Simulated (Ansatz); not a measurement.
# Ca3TlP: relaxing a made-up structure, part 2 of 2

Starting from a made-up structure for Ca3TlP, the aim is the relaxed cell, its shortest contacts and, where a second run follows, its electronic structure.

Ansatz 0.2.0; DFT, r2SCAN, plane-wave PAW, files of the set soft_1, scalar-relativistic, no spin, cell and ions relaxed at zero pressure; PAW set soft_1 (the session's first sound run).

So far: The structure; Relaxation of the guess. The relaxed cell has a = 5.474 Å (conventional setting).

## Step 3: Bands of the relaxed cell

A second self-consistent run takes a narrower smearing and the mesh shown in its input; the bands follow along the standard path of the relaxed lattice.

This step: DFT, r2SCAN, plane-wave PAW, files of the set soft_1, scalar-relativistic, no spin, bands and density of states at the relaxed cell; PAW set soft_1 (Ansatz 0.2.0).

The input, input.yaml:

```yaml
crystal:
  lattice:
    - [5.4735304448, 0.0, 0.0]
    - [0.0, 5.4735304448, 0.0]
    - [0.0, 0.0, 5.4735304448]
  atoms:
    - { symbol: Tl, position: [0.0, 0.0, 0.0] }
    - { symbol: Ca, position: [0.0, 0.5, 0.5] }
    - { symbol: Ca, position: [0.5, 0.0, 0.5] }
    - { symbol: Ca, position: [0.5, 0.5, 0.0] }
    - { symbol: P, position: [0.5, 0.5, 0.5] }
kpoints:
  mp_grid: { grid: [6, 6, 6] }
  band_path:
    path:
      - [[0.0, 0.0, 0.0], [0.0, 0.5, 0.0], [0.5, 0.5, 0.0], [0.0, 0.0, 0.0], [0.5, 0.5, 0.5], [0.0, 0.5, 0.0]]
      - [[0.5, 0.5, 0.0], [0.5, 0.5, 0.5]]
    npoints: 13
scf:
  occupations: { method: fermi_dirac, width: 0.03 }
  n_extra_bands: 9
hamiltonian:
  xc: r2scan
  pseudopotentials: { kind: paw, azcp: { folder: soft_1 } }
output:
  forces: true
  stress: true
  write_bands: true
  dos: { projected: true }
  write_density: true
  write_potential: true
  elf: true
  volumetric_format: npy
```

On the command line:

```
$ ansatz run input.yaml --threads 4 --pin off --max-ram 8192MiB --backend cpu --events-out ev --progress --plain --runs-dir out
```

Numbers of over 12 decimals in the logs are rounded to 6 here.

Log:

```text
[...]
Crystal: 5 atoms, lattice volume = 163.984 Å³
Basis set: ecut = 500 eV, 4139 PW (Γ), exchange–correlation on 160×160×160 points (64 copies of the dense FFT grid, shifted against one another)
Bands: 33, of which v1, the nominal top of the filled ones, is band 24 counted from 1 (23 counted from 0)
Symmetry: 48 space group operations
[...]
k-points: 20 of 216
[...]
SCF iter   1: F=—  HF=-17688.826923 eV  |F-HF|=—  |Δ(HF+E_count)|=         —  Δρ=2.65e-2  dr2=3.26e0  dr2_τ=5.83e-2  ethr=3.10e-3  ⟨swp⟩=10.2  Hψ=3939  notcnv=0
[...]
SCF iter   9: F=-17688.316353 eV  HF=-17688.316353 eV  |F-HF|=3.59e-8  |Δ(HF+E_count)|=   7.44e-7  Δρ=3.23e-6  dr2=1.64e-8  dr2_τ=8.38e-10  ethr=2.08e-10  ⟨swp⟩=18.9  Hψ=5312  notcnv=0
SCF 1 converged in 9 iterations: F = -17688.316353 eV  dr2 = 1.64e-8
[...]
NSCF: frozen V_eff on 80 k-points
SCF converged after 9 iterations
Free energy (F): -17688.316353 eV
[...]
Internal energy: -17688.294996 eV  (E = F + TS)
E sigma→0 (E₀):  -17688.305675 eV
Entropy (-TS):   -0.021358 eV (-4.272 meV/atom)
Fermi energy:    6.215315 eV
[...]
--- Stress (GPa, compression-positive) ---
       -0.009920       0.000000       0.000000
        0.000000      -0.009920       0.000000
        0.000000       0.000000      -0.009920
  P = ⅓ Tr σ = -0.0099 GPa (-0.099 kbar)
--- Band table (eV; the first three rows and the last of 20) ---
  k-point 0: bands = [... 20 lower, 4.2779, 4.2779, 7.1382, 7.1382, 7.5358, 7.5358, 7.5358, 7.6858, ... 5 higher]
  k-point 1: bands = [... 20 lower, 4.2681, 4.2681, 6.1496, 6.9694, 6.9694, 7.2902, 7.5853, 7.6336, ... 5 higher]
  k-point 2: bands = [... 20 lower, 4.2485, 4.2485, 5.0151, 6.5680, 6.5680, 7.6871, 7.6973, 8.1495, ... 5 higher]
  k-point 19: bands = [... 20 lower, 2.9119, 2.9119, 5.4288, 5.4288, 5.4288, 8.5739, 8.5739, 8.5739, ... 5 higher]
```

Run time: 9.9 s. Hardware: 4 threads of Arm Neoverse V1, shared host; peak memory 0.78 GiB; 38 s of CPU time.

In the SCF lines HF is the Harris–Foulkes energy and dr2 the Hartree energy of the density residual, in eV; the loop may stop once dr2 is under the threshold and the program's other checks hold. Hψ counts applications of the Hamiltonian.

This step gave:

```
free energy             : -17688.3164 eV
energy at zero smearing : -17688.3057 eV
smearing term TS        : 0.02136 eV
Fermi energy            : 6.215 eV
pressure                : -0.009920 GPa
```

From bands.tsv, the bands that come nearest the Fermi level along the path, at its corners, in eV from the Fermi level:

```tsv
point	band 21	band 22	band 23	band 24	band 25	band 26	band 27	band 28
Γ	-1.94	-1.94	0.92	0.92	1.32	1.32	1.32	1.47
X	-1.98	-1.98	-1.68	0.22	0.22	1.55	1.77	2.38
M	-3.42	-2.14	-0.58	-0.58	0.44	2.04	2.04	2.26
Γ	-1.94	-1.94	0.92	0.92	1.32	1.32	1.32	1.47
R	-3.30	-3.30	-0.79	-0.79	-0.79	2.36	2.36	2.36
X	-1.98	-1.98	-1.68	0.22	0.22	1.55	1.77	2.38
M	-3.42	-2.14	-0.58	-0.58	0.44	2.04	2.04	2.26
R	-3.30	-3.30	-0.79	-0.79	-0.79	2.36	2.36	2.36
```

Counts of states for the cell as run, both spins, by energy window (eV from the Fermi level):

```csv
from,to,total
-8,-7,0.00
-7,-6,1.88
-6,-5,0.12
-5,-4,0.00
-4,-3,1.77
-3,-2,4.01
-2,-1,0.58
-1,0,3.62
0,1,2.01
1,2,2.60
2,3,7.36
```

A further 36.0 states lie below the table's range.

Electrostatic potential energy in the ac plane at fractional y = 0.500, with atoms of Ca and P within 0.2 Å of it. With pseudopotentials it is smooth inside the atoms' cores, unlike the true potential.

Ten even steps from '_' (-59 eV) to '@' (9 eV), each cell a mean:
```
@@@@@@@@%%**::____==%%@@@@@@@@
@@@@@@@@@@%%**==++##%%@@@@@@@@
@@@@@@@@@@@@%%%%%%@@@@@@@@@@@@
%%@@@@@@@@@@@@@@@@@@@@@@@@@@@@
**##%%@@@@@@%%####@@@@@@@@%%##
..==##@@@@%%++----**@@@@%%**::
__..**%%@@##--::::==%%@@%%==__
__::**%%@@##--::::++%%@@%%++__
==**%%@@@@%%##++++%%@@@@%%##++
%%%%@@@@@@@@@@%%@@@@@@@@@@%%%%
@@@@@@@@@@@@@@@@@@@@@@@@@@@@@@
@@@@@@@@@@%%######%%@@@@@@@@@@
@@@@@@@@@@##==..::**%%@@@@@@@@
@@@@@@@@%%**..____--##@@@@@@@@
```
Columns run along a (5.5 Å; values clipped at the 3rd and 97th percentile), rows up along c (5.5 Å). Atoms in or near the plane, at fractional coordinates: Ca at (0.00, 0.50), Ca at (0.50, 0.00), P at (0.50, 0.50).

Valence density in the ac plane at fractional y = 0.500, with atoms of Ca and P within 0.2 Å of it. It is the smooth field of the valence electrons, not physical close to the nuclei.

Ten even steps from '0' (0.0 e/Å³) to '9' (6.4 e/Å³), each cell a mean:
```
000001487200000
000000132000000
000000000000000
000000000000000
100000000000000
530000100000014
961000000000038
851000000000027
210000011000002
000000000000000
000000000000000
000000010000000
000000354100000
000001698300000
```
Columns run along a (5.5 Å), rows up along c (5.5 Å). Atoms in or near the plane, at fractional coordinates: Ca at (0.00, 0.50), Ca at (0.50, 0.00), P at (0.50, 0.50).

ELF in the ac plane at fractional y = 0.500, with atoms of Ca and P within 0.2 Å of it. It is the smooth field of the valence electrons, not physical close to the nuclei.

Ten even steps from '0' (0.01) to '9' (0.85), each cell a mean:
```
553017999940145
442002798510134
111110121101111
000156666663000
751279999984026
994279846994179
997279400794399
996279502894289
982179988994159
310268999984002
000123222232100
221000365200122
543005999820145
653018999950145
```
Columns run along a (5.5 Å), rows up along c (5.5 Å). Atoms in or near the plane, at fractional coordinates: Ca at (0.00, 0.50), Ca at (0.50, 0.00), P at (0.50, 0.50).

## Step 4: Results

```yaml
space_group_relaxed: Pm-3m
conventional_cell: a = 5.474, b = 5.474, c = 5.474 Å; α = 90.0°, β = 90.0°, γ = 90.0°
volume_per_atom: 32.80 Å³ (guess 26.10)
```

**Reading.** Ca3TlP relaxes to Pm-3m with a = 5.474, b = 5.474 and c = 5.474 Å. The guessed volume was 20 % too small. The space group Pm-3m was held in the relaxation, so the end point is a stationary structure within it and may be a saddle against distortions or other arrangements. Bands cross the Fermi level, so it is a metal or semimetal at this level. On the 6×6×6 mesh with the narrower smearing (relaxed on 5×5×5) the forces vanish, as symmetry may demand, and the largest stress component is 0.010 GPa, within the relaxation's thresholds of 0.015 eV/Å and 0.05 GPa. The cutoff wasn't tested. Spin-orbit coupling is left out, which can matter for elements this heavy. No dispersion term is used, so weakly bound directions may come out too long. Nothing here tests whether the compound is stable against decomposition.

[Logs are printed without paths, hosts, clocks, repeated set-up lines and the standing remarks that a program may print on its own settings, such as how far it seeks lower states.]

[Hosts, paths, dates, database ids (printed as entryN), source tags and the programs' standing remarks are cut or masked in the printed files.]
